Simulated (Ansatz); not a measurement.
# Cs on Ta(110): change of the work function, part 2 of 4

How does one ordered layer of Cs (longbridge site) change the work function of Ta(110), and what dipole does each adsorbate carry?

Ansatz 0.2.0; plane-wave DFT, PBE, Ansatz PAW.

So far, work function, upper face (eV): step 2 (the clean slab) 4.76.

**3. The covered slab**

System of this step: Cs/Ta(110). The cell holds 17 atoms: 16 Ta and 1 Cs. Cell: a = 5.733 Å, b = 5.733 Å, c = 28.955 Å, α = 90.0°, β = 90.0°, γ = 70.5°. Vacuum lies along c.

The clean slab as it ended is repeated in the plane and the adsorbate is set on one face; the cell's size fixes the coverage, and the k-mesh shrinks with it to keep the sampling density about even. Adsorbate and upper layers relax, since the dipole depends on the height.

Contents of input.yaml:

```yaml
crystal:
  lattice:
    - [4.6810468914, -3.31, 0.0]
    - [4.6810468914, 3.31, 0.0]
    - [0.0, 0.0, 28.9545483541]
  atoms:
    - { symbol: Ta, position: [0.0, 0.0, 0.310831994] }
    - { symbol: Ta, position: [0.25, 0.25, 0.3916663907] }
    - { symbol: Ta, position: [0.0, 0.0, 0.4726674536] }
    - { symbol: Ta, position: [0.25, 0.25, 0.5503426716] }
    - { symbol: Ta, position: [0.0, 0.5, 0.310831994] }
    - { symbol: Ta, position: [0.25, 0.75, 0.3916663907] }
    - { symbol: Ta, position: [0.0, 0.5, 0.4726674536] }
    - { symbol: Ta, position: [0.25, 0.75, 0.5503426716] }
    - { symbol: Ta, position: [0.5, 0.0, 0.310831994] }
    - { symbol: Ta, position: [0.75, 0.25, 0.3916663907] }
    - { symbol: Ta, position: [0.5, 0.0, 0.4726674536] }
    - { symbol: Ta, position: [0.75, 0.25, 0.5503426716] }
    - { symbol: Ta, position: [0.5, 0.5, 0.310831994] }
    - { symbol: Ta, position: [0.75, 0.75, 0.3916663907] }
    - { symbol: Ta, position: [0.5, 0.5, 0.4726674536] }
    - { symbol: Ta, position: [0.75, 0.75, 0.5503426716] }
    - { symbol: Cs, position: [0.0, 0.0, 0.689168006] }
kpoints:
  mp_grid: { grid: [6, 6, 1] }
hamiltonian:
  xc: pbe
scf:
  occupations: { method: fermi_dirac, width: 0.1 }
  convergence: { dr2_threshold: 1.0e-08 }
efield:
  axis: 3
  dipole_correction: true
  ramp_position: 0.97
  ramp_width: 0.06
relax:
  f_tol: 0.02
  max_steps: 60
  constraints: [{ sites: [0, 1, 4, 5, 8, 9, 12, 13] }]
output:
  bader: true
  dos: { projected: true, e_range: [-8, 4] }
  write_potential: true
  write_density: true
  volumetric_format: npy
  elf: true
```

Launch:

```sh
$ ansatz run input.yaml --threads 4 --pin off --max-ram 6144MiB --backend cpu --events-out ev --progress --plain --runs-dir out
```

Standard output:

```text
[...]
Crystal: 17 atoms, lattice volume = 897.259 Å³
Basis set: ecut = 420 eV, 17597 PW (Γ), exchange–correlation on 80×80×400 points (8 copies of the dense FFT grid, shifted against one another)
Bands: 131, of which v1, the nominal top of the filled ones, is band 109 counted from 1 (108 counted from 0)
Symmetry: 4 space group operations
[...]
k-points: 13 of 36
[...]
SCF iter   1: F=—  HF=-164579.137906 eV  |F-HF|=—  |Δ(HF+E_count)|=         —  Δρ=5.95e-3  dr2=1.62e1  ethr=1.77e-3  p=0.663 e·Å  D=1.34e-1 V/Å  ΔV_dip=-3.87 eV  dr2_dipole=1.35e1  V_vac-E_F(+/−)=1.22/5.09 eV  ⟨swp⟩=16.8  Hψ=10180  notcnv=0  defer=1
[...]
SCF iter  12: F=-164578.876973 eV  HF=-164578.876973 eV  |F-HF|=3.49e-10  |Δ(HF+E_count)|=   2.88e-9  Δρ=2.04e-7  dr2=7.94e-10  ethr=4.61e-12  p=0.494 e·Å  D=9.96e-2 V/Å  ΔV_dip=-2.88 eV  dr2_dipole=2.62e-13  V_vac-E_F(+/−)=1.90/4.78 eV  ⟨swp⟩=13.8  Hψ=12337  notcnv=0
SCF 1 converged in 12 iterations: F = -164578.876973 eV  dr2 = 7.94e-10
[...]
relax step   1: F+E_penalty+E_count = -164578.87697309 eV  Δ(F+E_penalty+E_count) = +0.000e0 eV  max|allowed force component| = 4.890e-1 eV/Å  Δτ_max = 0.0000 Å  (12 SCF iters, accepted)
[...]
SCF iter  11: F=-164578.907238 eV  HF=-164578.907238 eV  |F-HF|=3.78e-9  |Δ(HF+E_count)|=   2.08e-8  Δρ=4.46e-7  dr2=7.87e-9  ethr=4.61e-12  p=0.506 e·Å  D=1.02e-1 V/Å  ΔV_dip=-2.96 eV  dr2_dipole=5.06e-10  V_vac-E_F(+/−)=1.83/4.78 eV  ⟨swp⟩=13.0  Hψ=13014  notcnv=0
SCF 2 converged in 11 iterations: F = -164578.907238 eV  dr2 = 7.87e-9
[...]
relax step   2: F+E_penalty+E_count = -164578.90723797 eV  Δ(F+E_penalty+E_count) = -3.026e-2 eV  max|allowed force component| = 4.696e-1 eV/Å  Δτ_max = 0.0817 Å  (11 SCF iters, accepted)
[...]
SCF iter  10: F=-164578.995269 eV  HF=-164578.995269 eV  |F-HF|=1.28e-9  |Δ(HF+E_count)|=   6.14e-9  Δρ=3.25e-7  dr2=3.75e-9  ethr=4.61e-12  p=0.530 e·Å  D=1.07e-1 V/Å  ΔV_dip=-3.09 eV  dr2_dipole=2.95e-12  V_vac-E_F(+/−)=1.68/4.78 eV  ⟨swp⟩=10.5  Hψ=11451  notcnv=0
SCF 3 converged in 10 iterations: F = -164578.995269 eV  dr2 = 3.75e-9
relax step   3: F+E_penalty+E_count = -164578.99526872 eV  Δ(F+E_penalty+E_count) = -8.803e-2 eV  max|allowed force component| = 3.393e-1 eV/Å  Δτ_max = 0.1964 Å  (10 SCF iters, accepted)
[...]
relax step   4: F+E_penalty+E_count = -164579.04512240 eV  Δ(F+E_penalty+E_count) = -4.985e-2 eV  max|allowed force component| = 1.461e-1 eV/Å  Δτ_max = 0.1934 Å  (10 SCF iters, accepted)
[...]
relax step   5: F+E_penalty+E_count = -164579.05297167 eV  Δ(F+E_penalty+E_count) = -7.849e-3 eV  max|allowed force component| = 6.659e-2 eV/Å  Δτ_max = 0.0650 Å  (8 SCF iters, accepted)
SCF iter   1: F=—  HF=-164579.056096 eV  |F-HF|=—  |Δ(HF+E_count)|=         —  Δρ=4.55e-4  dr2=1.23e-2  ethr=4.87e-5  p=0.560 e·Å  D=1.13e-1 V/Å  ΔV_dip=-3.27 eV  dr2_dipole=4.59e-4  V_vac-E_F(+/−)=1.51/4.78 eV  ⟨swp⟩=3.2  Hψ=2945  notcnv=0
[...]
SCF iter   8: F=-164579.054809 eV  HF=-164579.054809 eV  |F-HF|=3.99e-9  |Δ(HF+E_count)|=   1.78e-9  Δρ=1.99e-7  dr2=3.08e-9  ethr=4.61e-12  p=0.564 e·Å  D=1.14e-1 V/Å  ΔV_dip=-3.30 eV  dr2_dipole=1.78e-9  V_vac-E_F(+/−)=1.49/4.78 eV  ⟨swp⟩=11.8  Hψ=12436  notcnv=0
SCF 6 converged in 8 iterations: F = -164579.054809 eV  dr2 = 3.08e-9
relax step   6: F+E_penalty+E_count = -164579.05480857 eV  Δ(F+E_penalty+E_count) = -1.837e-3 eV  max|allowed force component| = 8.914e-3 eV/Å  Δτ_max = 0.0450 Å  (8 SCF iters, accepted)
NSCF: frozen V_eff on 13 k-points
the band table was solved once a step of the walk had ended and its energy, with any forces and stress, was formed, with the checks that follow a solve (7948 applications of the Hamiltonian). They found nothing against the state; the energy, forces and stress were not computed again (output.eigenvalues in the input reference)
WARN: The output density's exchange-correlation potential varies sharply where the density is thin. Do not read a vacuum level from v_tot or v_xc, or from such a field of the output density. On a cell that repeats whose density bears no net charge and no dipole along the vacuum's axis use v_es (v_loc + v_h of the components); under efield.dipole_correction with no amplitude use v_es + v_field, which holds any externa [...]
SCF converged after 8 iterations
Free energy (F): -164579.054809 eV
[...]
Internal energy: -164578.295051 eV  (E = F + TS)
E sigma→0 (E₀):  -164578.674930 eV
Entropy (-TS):   -0.759758 eV (-44.692 meV/atom)
Fermi energy:    4.613538 eV
Dipole field:    D = 0.113788 V/Å  (p = 0.564223 e·Å, saw-weighted, corrected)
Work function:   Φ+ = 1.4855 eV   Φ− = 4.7802 eV
[...]
--- Forces (eV/Å), atoms counted from 1 ---
  atom   1  Ta    -0.00000000     0.00000000     0.43292158
  atom   2  Ta     0.00433188    -0.00000000    -0.42096515
  atom   3  Ta    -0.00000000     0.00000000    -0.00094177
  atom   4  Ta     0.00185707     0.00000000    -0.00377669
  atom   5  Ta     0.00000000     0.00000000     0.42025573
  atom   6  Ta    -0.00000000     0.00686027    -0.42549988
  atom   7  Ta     0.00000000    -0.00000000     0.00218400
  atom   8  Ta     0.00000000     0.00313305     0.00778505
  atom   9  Ta     0.00000000    -0.00000000     0.42025573
  atom  10  Ta     0.00000000    -0.00686027    -0.42549988
  atom  11  Ta    -0.00000000     0.00000000     0.00218400
  atom  12  Ta    -0.00000000    -0.00313305     0.00778505
  atom  13  Ta    -0.00000000     0.00000000     0.41344307
  atom  14  Ta    -0.00433188     0.00000000    -0.42096515
  atom  15  Ta    -0.00000000    -0.00000000     0.00353527
  atom  16  Ta    -0.00185707    -0.00000000    -0.00377669
  atom  17  Cs    -0.00000000     0.00000000    -0.00891409
  max |Σ_I F_I| component: 1.02e-5 eV/Å
--- Band table (eV; the first three rows and the last of 13) ---
  k-point 0: bands = [... 105 lower, 4.7577, 4.7789, 4.9843, 5.0148, 5.1516, 5.5705, 5.6546, 5.6610, ... 18 higher]
  k-point 1: bands = [... 105 lower, 4.5558, 4.6782, 4.8833, 4.9590, 5.1172, 5.2237, 5.2542, 5.3908, ... 18 higher]
  k-point 2: bands = [... 105 lower, 4.3529, 4.4258, 4.4376, 4.4524, 4.5582, 4.6116, 4.6818, 4.7668, ... 18 higher]
  k-point 12: bands = [... 105 lower, 4.6193, 4.7210, 4.7483, 4.7703, 4.7704, 4.7711, 4.8515, 5.0097, ... 18 higher]
--- Relaxed structure (6 steps of the walk, 6 accepted, 0 SCFs on fresh bases) ---
  F+E_penalty+E_count = -164579.05480857 eV   max|allowed force component| = 8.914e-3 eV/Å
  atoms:
    - { symbol: Ta, position: [0.0, 0.0, 0.310832] }
    - { symbol: Ta, position: [0.250000, 0.250000, 0.391666] }
    - { symbol: Ta, position: [0, 0, 0.472396] }
    - { symbol: Ta, position: [0.249828, 0.249828, 0.551607] }
    - { symbol: Ta, position: [-2.775558e-17, 0.5, 0.310832] }
    - { symbol: Ta, position: [0.25, 0.750000, 0.391666] }
    - { symbol: Ta, position: [-2.775558e-17, 0.5, 0.472677] }
    - { symbol: Ta, position: [0.249387, 0.750613, 0.550695] }
    - { symbol: Ta, position: [0.5, -2.775558e-17, 0.310832] }
    - { symbol: Ta, position: [0.750000, 0.25, 0.391666] }
    - { symbol: Ta, position: [0.5, -2.775558e-17, 0.472677] }
    - { symbol: Ta, position: [0.750613, 0.249387, 0.550695] }
    - { symbol: Ta, position: [0.500000, 0.500000, 0.310832] }
    - { symbol: Ta, position: [0.750000, 0.750000, 0.391666] }
    - { symbol: Ta, position: [0.500000, 0.500000, 0.472367] }
    - { symbol: Ta, position: [0.750172, 0.750172, 0.551607] }
    - { symbol: Cs, position: [0, 0, 0.671137] }
--- Bader charges: 17 sites ---
  site symbol  charge [e]  shift [e]
     0     Ta     -0.1065     0.0000
     1     Ta      0.1052     0.0000
     2     Ta      0.0982     0.0000
     3     Ta     -0.2380     0.0000
     4     Ta     -0.1072     0.0000
     5     Ta      0.1043     0.0000
     6     Ta      0.1070     0.0000
     7     Ta     -0.2389     0.0000
     8     Ta     -0.1073     0.0000
     9     Ta      0.1043     0.0000
    10     Ta      0.1071     0.0000
    11     Ta     -0.2389     0.0000
    12     Ta     -0.1068     0.0000
    13     Ta      0.1052     0.0000
    14     Ta      0.0975     0.0000
    15     Ta     -0.2380     0.0000
    16     Cs      0.5529     0.0000
  estimated error of the sums over rays = 6.2e-4 e
```

Run time: 10 min. Hardware: 4 threads of Arm Neoverse N1, shared host; peak memory 3.3 GiB.

Relaxation path:

```csv
step,energy less that of the first step (eV),largest force component (eV/Å)
1,0.0000,0.4890
2,-0.0303,0.4696
3,-0.1183,0.3393
4,-0.1681,0.1461
5,-0.1760,0.0666
6,-0.1778,0.0089
```

The run keeps the 4 symmetry operations that the program found, so distortions that break them were not tested.

The atoms that moved most (Å):

```csv
atom,dx,dy,dz,length
Cs17,0.000,0.000,-0.522,0.522
Ta4,-0.002,0.000,0.037,0.037
Ta16,0.002,0.000,0.037,0.037
Ta12,0.000,-0.004,0.010,0.011
Ta8,0.000,0.004,0.010,0.011
Ta15,0.000,0.000,-0.009,0.009
Ta3,0.000,0.000,-0.008,0.008
```

Numbers from this step:

```
energy at zero smearing        : -164578.6749 eV
work function, upper face      : 1.485 eV
work function, lower face      : 4.780 eV
dipole along the normal        : 0.5642 e·Å
step between the vacuum levels : -3.295 eV
```

Running mean over 2.341 Å of the planar mean; the ramp of the sawtooth is left out. Table of electron's electrostatic potential energy less the Fermi level by z:

```csv
z (Å),electron's electrostatic potential energy less the Fermi level (eV)
4,4.78
5,4.76
6,4.59
7,2.93
8,-5.20
9,-10.1
10,-10.0
11,-9.97
12,-9.96
13,-9.97
14,-10.2
15,-10.6
16,-10.1
17,-5.07
18,0.814
19,-0.628
20,-1.21
21,0.238
22,1.22
23,1.40
24,1.46
25,1.48
```

The density of states has structure finer than the step of the table below, so its rows give means over 0.25 eV. Peaks (eV: height): -1.530: 43.9, -1.200: 52.1, -1.140: 33.9, -1.050: 33.4, -0.930: 29.1, -0.750: 31.8, -0.270: 30.8.

The density of states by energy, zero at the Fermi level; means over each step:

energy (eV), density of states (states/eV a cell) and a bar:
```
    -7.75        0.0 
    -7.50        0.2 
    -7.25        0.9 #
    -7.00        0.9 #
    -6.75        0.9 #
    -6.50        0.9 #
    -6.25        1.6 #
    -6.00        2.3 ##
    -5.75        2.3 ##
    -5.50        2.5 ##
    -5.25        1.5 #
    -5.00        3.0 ###
    -4.75        4.8 ####
    -4.50        4.3 ####
    -4.25        6.9 ######
    -4.00        9.7 #########
    -3.75       11.6 ###########
    -3.50        9.2 ########
    -3.25       14.7 #############
    -3.00       18.3 #################
    -2.75       15.2 ##############
    -2.50       10.7 ##########
    -2.25       10.2 #########
    -2.00        7.6 #######
    -1.75        6.1 #####
    -1.50       33.3 ##############################
    -1.25       33.0 ##############################
    -1.00       26.4 ########################
    -0.75       26.9 ########################
    -0.50       22.9 #####################
    -0.25       26.6 ########################
     0.00       24.0 ######################
     0.25       18.7 #################
     0.50       12.0 ###########
     0.75       14.3 #############
     1.00       16.1 ###############
     1.25       11.2 ##########
     1.50       14.1 #############
```

Projected DOS per atom over height of the atomic layer and energy from the Fermi level. Layers: Ta4 Ta4 Ta4 Ta4 Cs from below.

Ten even steps from '0' (0.00 states/eV) to '9' (2.08 states/eV), each cell a mean:
```
42141
32241
32244
53342
86671
96571
87693
68870
11120
33230
45540
34440
23320
12210
11110
00000
00000
00000
00000
00000
00000
00000
```
Columns: height of the atomic layer (Å) from 9 to 19.4 (not evenly spaced); rows upwards: energy from the Fermi level (eV) from -7.96 to 1.84.

Valence density in the ca plane at fractional y = 0.000, with atoms of Ta and Cs within 0.2 Å of it. It is the smooth field of the valence electrons, not physical close to the nuclei.

Ten steps, logarithmic in the rise over the least value, from '0' (0.0 e/Å³) to '9' (4.3 e/Å³), each cell a mean:
```
85444444589998544433322356656653100000000000
64444444468986444443322246776642000000000000
44444444445554444443322234555421000000000000
44444444444444444443321112333210000000000000
44444444445654444443321111111000000000000000
64444444468986444443321100000000000000000000
85444444579998544433221100000000000000000000
86443344589998544333221100000000000000000000
75444444479997544433221100000000000000000000
54444444456775444443321100000000000000000000
44444444444444444443321111222100000000000000
44444444444444444443321123444321000000000000
54444444456765444443322235666531000000000000
75444444479997544433322356667652100000000000
86443344589998544333322357526653100000000000
```
Columns run along c (16.0 Å, from fractional 0.34 to 0.89 of the cell), rows up along a (5.7 Å). Atoms in or near the plane, at fractional coordinates: Ta at (0.47, 0.00), Ta at (0.47, 0.50), Cs at (0.67, 0.00).

ELF in the ca plane at fractional y = 0.000, with atoms of Ta and Cs within 0.2 Å of it. It is the smooth field of the valence electrons, not physical close to the nuclei.

Ten even steps from '0' (0.00) to '9' (0.88), each cell a mean:
```
63554454257466245445651389415997310000000000
33553345336763244334551279989986200000000000
34543345432322454334552137999863100000000000
45543345643334554334553113576531000000000000
34543345432322454334554200112100000000000000
33553345336763244334565420000000000000000000
63554454257466245444566531000000000000000000
73564454266156345445666542000000000000000000
52554344247775245434566521000000000000000000
23543345324542354334555310000000000000000000
45543345543223554334554101344310000000000000
45543345543223554334552125898752000000000000
23543345324542354334552159999985200000000000
52554344247775245434551289757996310000000000
73464454266156345445651398203997310000000000
```
Columns run along c (16.0 Å, from fractional 0.34 to 0.89 of the cell), rows up along a (5.7 Å). Atoms in or near the plane, at fractional coordinates: Ta at (0.47, 0.00), Ta at (0.47, 0.50), Cs at (0.67, 0.00).

Electrostatic potential energy in the ca plane at fractional y = 0.000, with atoms of Ta and Cs within 0.2 Å of it. With pseudopotentials it is smooth inside the atoms' cores, unlike the true potential.

Values in eV, 8 rows by 16 columns, each cell a mean:
```
 -9   5   5 -19 -31   1   5   7   3 -19 -19   2   6   7   7   7
  4   3   4   1  -3   5   3   6   6  -3  -3   5   7   7   7   7
  1   3   4  -3 -10   4   3   7   8   6   5   6   7   7   7   7
-12   5   5 -23 -35  -1   5   8   8   8   7   7   7   7   7   7
 -9   5   5 -19 -31   1   5   7   8   7   6   7   7   7   7   7
  4   3   4   1  -3   5   3   6   8   5   4   6   7   7   7   7
  1   3   4  -3 -10   4   3   6   5  -9  -8   4   6   7   7   7
-12   5   5 -23 -35   0   5   7   2 -20 -20   2   6   7   7   7
```
Columns run along c (16.0 Å, from fractional 0.34 to 0.89 of the cell; values clipped at the 3rd and 97th percentile), rows up along a (5.7 Å). Atoms in or near the plane, at fractional coordinates: Ta at (0.47, 0.00), Ta at (0.47, 0.50), Cs at (0.67, 0.00).

The relaxation took 6 steps and lowered the energy by 0.18 eV; the largest force on the free atoms ends at 0.0089 eV/Å.

By hand: a sheet of dipoles makes a step −p/(ε₀A) in the electron's potential. With e/ε₀ = 180.95 V·Å, p = 0.5642 e·Å and A = 30.99 Å², that is −180.95 × (0.5642) / 30.99 = -3.295 eV, and the two vacuum levels of the run differ by -3.295 eV.

The covered face has 1.49 eV, -3.28 eV against the clean one; the bare back face has moved by -0.04 eV, a measure of how thin the slab is.

**4. Work function against coverage**

This step: plane-wave DFT, PBE, Ansatz PAW; work function against coverage (Ansatz 0.2.0).

The runs are now put side by side.

This step gave:

```
work function of the clean face     : 4.763 eV
largest change of the work function : -3.278 eV
```

Table of work function of the covered face by coverage:

```csv
coverage (adsorbates/nm²),work function of the covered face (eV)
0.00,4.76
3.23,1.49
```

The dipole per adsorbate comes from the change of the cell's dipole. Coverage, by row:

```csv
coverage (1/nm²),coverage (ML),work function (eV),change (eV),"dipole per adsorbate, positive end outwards (debye)",mean height of the added atoms over the highest substrate atom (Å)
3.227,0.25,1.485,-3.278,2.665,3.461
```

(Part 2 of 4 ends here.)

[Long decimals in the printed logs are rounded to 6 places.]

[Logs are printed without paths, hosts, clocks, repeated set-up lines and the standing remarks that a program may print on its own settings, such as how far it seeks lower states.]

[Hosts, paths, dates, database ids (printed as entryN), source tags and the programs' standing remarks are cut or masked in the printed files.]

[Maps of the electrostatic potential energy from Ansatz leave out the sawtooth potential of an applied field or a dipole correction, so their vacuum need not be flat; planar profiles and work functions include it.]

[The density of states shown here was stored with 400 of the rows of the run's finer table, so its peaks can read low, often by over a quarter, or be missed, and its means over a window can be off by a tenth or more.]
